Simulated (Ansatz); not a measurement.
Consider RbCuF3 (Pm-3m).

```yaml
crystal:
  lattice:
    - [-4.06999, 0.00000, 0.00000]
    - [0.00000, -4.06999, 0.00000]
    - [0.00000, 0.00000, 4.06999]
  atoms:
    - { symbol: Rb, position: [0.50000, 0.50000, 0.50000] }
    - { symbol: Cu, position: [0.00000, 0.00000, 0.00000] }
    - { symbol: F, position: [0.50000, 0.00000, 0.00000] }
    - { symbol: F, position: [0.00000, 0.00000, 0.50000] }
    - { symbol: F, position: [0.00000, 0.50000, 0.00000] }
```

The cell and positions are those that the Materials Project relaxed with its own functionals (PBE, PBE+U or r2SCAN), kept fixed. PAW set soft_2, made with PBE.

A constrained-RPA run (Ansatz 0.2.0; non-magnetic LDA; Cu d, bands v5 to v1, 4×4×4 mesh, medium accuracy) builds 5 functions on bands 2.4 eV wide, with 9.0 electrons in the window. The bare on-site interaction is 22.0 eV and the bare J 0.72 eV.

Q: What U and J survive the screening?

On the Cu d shell, U = 7.81 eV (35 % of the bare value), U′ = 6.59 eV, J = 0.60 eV.

The parent state is non-magnetic and the interaction static (zero frequency); U depends on the window and the orbitals, so it belongs to this model alone.

[Paths, hosts, dates, memory and timing lines, banners, echoed tables and standing remarks are left out of the program output.]

[Logs are printed without paths, hosts, clocks, repeated set-up lines and the standing remarks that a program may print on its own settings, such as how far it seeks lower states.]

[Runs of the session that timed out or met a known fault of the program may be left out.]

[Hosts, paths, dates, database ids (printed as entryN), source tags and the programs' standing remarks are cut or masked in the printed files.]
